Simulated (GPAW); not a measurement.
# bithiophene-5,5'-dithiol between two Al chains: a series of junctions, part 3 of 3

How does transport respond as one structural variable is stepped? The junctions: bithiophene-5,5'-dithiol between two Al chains.

GPAW 26.7.0; GPAW LCAO, PAW setups; Landauer transmission from Green's functions with principal layers (ASE), zero bias.

So far, conductance (G₀): step 2 (junction, box 15.1 × 9 Å, twist 0 degrees) 0.0527; step 5 (junction, box 14.8 × 9 Å: twist = 45) 0.0306; step 6 (member of the series, box 14.7 × 9.4 Å: twist = 60) 0.0202; step 7 (member of the series, box 14.7 × 10.9 Å: twist = 75) 0.0118; step 8 (junction, box 14.4 × 11.9 Å: twist = 90) 0.00732.

### 10. Grid spacing 0.22: h = 0.22

The real-space grid carries density and potential; a coarse one breaks translation symmetry along the lead and scatters electrons that should pass.

System of this step: bithiophene-5,5'-dithiol between two Al chains, rings twisted by 0 degrees. The cell holds 28 atoms: 12 Al, 4 S, 4 H and 8 C. Cell: a = 15.120 Å, b = 9.000 Å, c = 39.220 Å, α = 90.0°, β = 90.0°, γ = 90.0°. Regions: left lead, 6 atoms (6 Al); channel, 16 atoms (4 S, 4 H and 8 C); right lead, 6 atoms (6 Al). Vacuum lies along a and b. The structure is stacked along c, and the current runs across the ab planes.

Input file run.py:

```python
import json
import numpy as np
from ase import Atoms
from ase.transport.calculators import TransportCalculator
from gpaw import GPAW, FermiDirac
from gpaw.lcao.tools import get_lcao_hamiltonian
from scipy.linalg import eigh

# The junction with lead layers at both ends, along the third cell vector
device = Atoms(
    ['Al', 'Al', 'Al', 'Al', 'Al', 'Al', 'S', 'H', 'C', 'C', 'C', 'H', 'S', 'C', 'C', 'H', 'C', 'S', 'C', 'C', 'H', 'S', 'Al', 'Al', 'Al', 'Al', 'Al', 'Al'],
    positions=[
        [7.56021, 4.50000, 1.20000],
        [7.56021, 4.50000, 3.60000],
        [7.56021, 4.50000, 6.00000],
        [7.56021, 4.50000, 8.40000],
        [7.56021, 4.50000, 10.80000],
        [7.56021, 4.50000, 13.20000],
        [7.04868, 4.49999, 15.33970],
        [10.10759, 4.49999, 15.55595],
        [9.59075, 4.49999, 16.50766],
        [8.22246, 4.49999, 16.64229],
        [10.25230, 4.49999, 17.77334],
        [11.33082, 4.49999, 17.87665],
        [7.74853, 4.49999, 18.27854],
        [9.37418, 4.49999, 18.84517],
        [9.68715, 4.50000, 20.26183],
        [11.87042, 4.49999, 20.31546],
        [10.93564, 4.49999, 20.86348],
        [8.45131, 4.50000, 21.46165],
        [10.86919, 4.50000, 22.28955],
        [9.57217, 4.50000, 22.74269],
        [11.73529, 4.50000, 22.94048],
        [9.07077, 4.50000, 24.42068],
        [7.56021, 4.50000, 26.02012],
        [7.56021, 4.50000, 28.42012],
        [7.56021, 4.50000, 30.82012],
        [7.56021, 4.50000, 33.22012],
        [7.56021, 4.50000, 35.62012],
        [7.56021, 4.50000, 38.02012]],
    cell=[[15.12042, 0.0, 0.0], [0.0, 9.0, 0.0], [0.0, 0.0, 39.22012]],
    pbc=True)

# One principal layer of the lead: the first 4 atoms of the device
lead = Atoms(
    ['Al', 'Al', 'Al', 'Al'],
    positions=[
        [7.56021, 4.50000, 1.20000],
        [7.56021, 4.50000, 3.60000],
        [7.56021, 4.50000, 6.00000],
        [7.56021, 4.50000, 8.40000]],
    cell=[[15.12042, 0.0, 0.0], [0.0, 9.0, 0.0], [0.0, 0.0, 9.6]],
    pbc=True)

settings = dict(mode='lcao', basis='dzp', xc='PBE', h=0.22,
                occupations=FermiDirac(0.1), maxiter=250,
                mixer=dict(beta=0.1, nmaxold=8, weight=100.0),
                convergence=dict(density=0.0001))
energies = np.arange(-2, 2 + 1e-9, 0.05)
eta = 0.0001
n1, n2 = 1, 1
# k and -k transmit alike, so half of the mesh across the current serves
mesh = [(i, j) for i in range(n1) for j in range(n2) if (i, j) <= (-i % n1, -j % n2)]
weights = np.array([1 if (i, j) == (-i % n1, -j % n2) else 2 for i, j in mesh]) / (n1 * n2)

# [... helper functions left out ...]
fermi_lead = ground_state(lead, (1, 1, 12), 'lead.txt')
fermi_device = ground_state(device, (1, 1, 2), 'device.txt')
# [... loop over the mesh left out, but for ...]
        # Shift the lead onto the potential of the device's first layer
        shift = ((H[:, 0, 0] - H0[:, 0, 0]) / S0[0, 0]).real.mean()
# [...]
kT = 8.617333e-5 * 77
bias = [0.1, 0.2, 0.5, 1.0, 1.5, 2.0]
# [... integrals and printing left out ...]
```

Launch:

```
OMP_NUM_THREADS=1 OPENBLAS_NUM_THREADS=1 python run.py
```

Wall time 83 s (1 thread of Intel Xeon 6975P-C (Granite Rapids), shared host); peak memory 1.4 GiB.

Numbers from this step:

- conductance: 0.05287 G₀
- largest coupling past the next principal layer: 1.40e-15 eV
- largest misfit of the first principal layer: 0.05051 eV
- shift that aligns the lead: -0.003844 eV
- transmission at the Fermi level (one spin): 0.05304

One spin. The transmission, zone mean by energy, zero at the Fermi level:

| energy (eV) | transmission, zone mean |
| --- | --- |
| -2.00 | 5.8e-7 |
| -1.90 | 3.2e-7 |
| -1.80 | 1.7e-7 |
| -1.70 | 8.9e-8 |
| -1.55 | 3.1e-8 |
| -1.45 | 1.3e-8 |
| -1.35 | 3.6e-9 |
| -1.25 | 0 |
| -1.15 | 0 |
| -1.05 | 0 |
| -0.90 | 0 |
| -0.80 | 0 |
| -0.70 | 0 |
| -0.60 | 0 |
| -0.50 | 0 |
| -0.40 | 0.00156 |
| -0.25 | 0.0343 |
| -0.15 | 0.0453 |
| -0.05 | 0.0524 |
| 0.00 | 0.0530 |
| 0.05 | 0.0518 |
| 0.15 | 0.0462 |
| 0.25 | 0.0400 |
| 0.40 | 0.0339 |
| 0.50 | 0.0323 |
| 0.60 | 0.0326 |
| 0.70 | 0.0346 |
| 0.80 | 0.0397 |
| 0.90 | 0.0447 |
| 1.05 | 0.0620 |
| 1.15 | 0.0813 |
| 1.25 | 0.113 |
| 1.35 | 0.171 |
| 1.45 | 0.284 |
| 1.55 | 0.510 |
| 1.70 | 0.947 |
| 1.80 | 0.746 |
| 1.90 | 0.456 |
| 2.00 | 0.290 |

Crossings of the lead's bands, unfolded to its shortest repeat. Open channels, zone mean against energy, zero at the Fermi level:

| energy (eV) | open channels, zone mean |
| --- | --- |
| -2.00 | 1 |
| -1.90 | 1 |
| -1.80 | 1 |
| -1.70 | 1 |
| -1.55 | 1 |
| -1.45 | 1 |
| -1.35 | 1 |
| -1.25 | 0 |
| -1.15 | 0 |
| -1.05 | 0 |
| -0.90 | 0 |
| -0.80 | 0 |
| -0.70 | 0 |
| -0.60 | 0 |
| -0.50 | 0 |
| -0.40 | 2 |
| -0.25 | 2 |
| -0.15 | 2 |
| -0.05 | 2 |
| 0.00 | 2 |
| 0.05 | 2 |
| 0.15 | 2 |
| 0.25 | 2 |
| 0.40 | 2 |
| 0.50 | 2 |
| 0.60 | 2 |
| 0.70 | 2 |
| 0.80 | 2 |
| 0.90 | 2 |
| 1.05 | 3 |
| 1.15 | 3 |
| 1.25 | 3 |
| 1.35 | 3 |
| 1.45 | 3 |
| 1.55 | 3 |
| 1.70 | 3 |
| 1.80 | 3 |
| 1.90 | 3 |
| 2.00 | 3 |

Not self-consistent under bias; the bias window is split evenly. Current through one cell, from the zero-bias transmission against bias:

| bias (V) | current through one cell, from the zero-bias transmission (μA) |
| --- | --- |
| 0.100 | 0.407 |
| 0.200 | 0.800 |
| 0.500 | 1.81 |
| 1.000 | 2.75 |
| 1.500 | 3.40 |
| 2.000 | 4.25 |

The transmission of the three most open eigenchannels by energy, zero at the Fermi level:

| energy (eV) | channel 1 | channel 2 | channel 3 |
| --- | --- | --- | --- |
| -2.00 | 5.8e-7 | 0 | 0 |
| -1.85 | 2.3e-7 | 0 | 0 |
| -1.70 | 8.9e-8 | 0 | 0 |
| -1.60 | 4.4e-8 | 0 | 0 |
| -1.45 | 1.3e-8 | 0 | 0 |
| -1.30 | 0 | 0 | 0 |
| -1.15 | 0 | 0 | 0 |
| -1.05 | 0 | 0 | 0 |
| -0.90 | 0 | 0 | 0 |
| -0.75 | 0 | 0 | 0 |
| -0.60 | 0 | 0 | 0 |
| -0.50 | 0 | 0 | 0 |
| -0.35 | 0.0234 | 1.9e-5 | 0 |
| -0.20 | 0.0398 | 3.8e-5 | 0 |
| -0.05 | 0.0524 | 5.6e-5 | 0 |
| 0.00 | 0.0530 | 5.7e-5 | 0 |
| 0.05 | 0.0518 | 5.7e-5 | 0 |
| 0.20 | 0.0429 | 5.1e-5 | 0 |
| 0.35 | 0.0354 | 1.9e-5 | 0 |
| 0.50 | 0.0323 | 6.0e-7 | 1.6e-12 |
| 0.60 | 0.0326 | 1.1e-6 | 0 |
| 0.75 | 0.0362 | 2.0e-4 | 0 |
| 0.90 | 0.0447 | 4.3e-5 | 0 |
| 1.05 | 0.0610 | 9.8e-4 | 6.1e-8 |
| 1.15 | 0.0802 | 0.00110 | 3.5e-7 |
| 1.30 | 0.137 | 0.00127 | 1.5e-6 |
| 1.45 | 0.282 | 0.00149 | 3.9e-6 |
| 1.60 | 0.679 | 0.00182 | 8.4e-6 |
| 1.70 | 0.945 | 0.00211 | 1.3e-5 |
| 1.85 | 0.583 | 0.00272 | 2.4e-5 |
| 2.00 | 0.286 | 0.00368 | 4.0e-5 |

The conductance, 0.0529 G₀, lies 0.2 % above that of the unchanged run.

### 11. Summary of results

| Property | Result |
| --- | --- |
| conductance, first and last member | 0.0527 and 0.00732 G₀ |
| largest and smallest | 0.0527 and 0.00732 G₀ |

As the twist between the rings goes from 0 to 90 degrees, the conductance goes from 0.0527 to 0.00732 G₀. The conductance falls at every step of the series. Coupling between the rings' π systems goes as cos θ, so tunnelling through them should follow cos²θ; the correlation here is 1.00, which bears out that shape on top of a constant. At 90° 13.9 % of the planar value is left, carried by paths that don't need the π overlap of the rings. The geometry was built from estimated bond lengths and not relaxed, so the numbers describe this model structure. Semilocal functionals put molecular levels too near the Fermi level, so such conductances usually come out too high, and chain electrodes have a sharper density of states than real ones. An evenly spaced straight chain is an idealisation: free chains tend to dimerise, zigzag or, where a band edge lies near the Fermi level, turn magnetic. The currents use the zero-bias T(E) throughout, which holds only while the bias is small against the distance to the nearest feature. The energy step is wider than the thermal energy, so the conductance and thermopower rest on interpolation of T(E).

[Logs are printed without paths, hosts, clocks, repeated set-up lines and the standing remarks that a program may print on its own settings, such as how far it seeks lower states.]

[Hosts, paths, dates, database ids (printed as entryN), source tags and the programs' standing remarks are cut or masked in the printed files.]
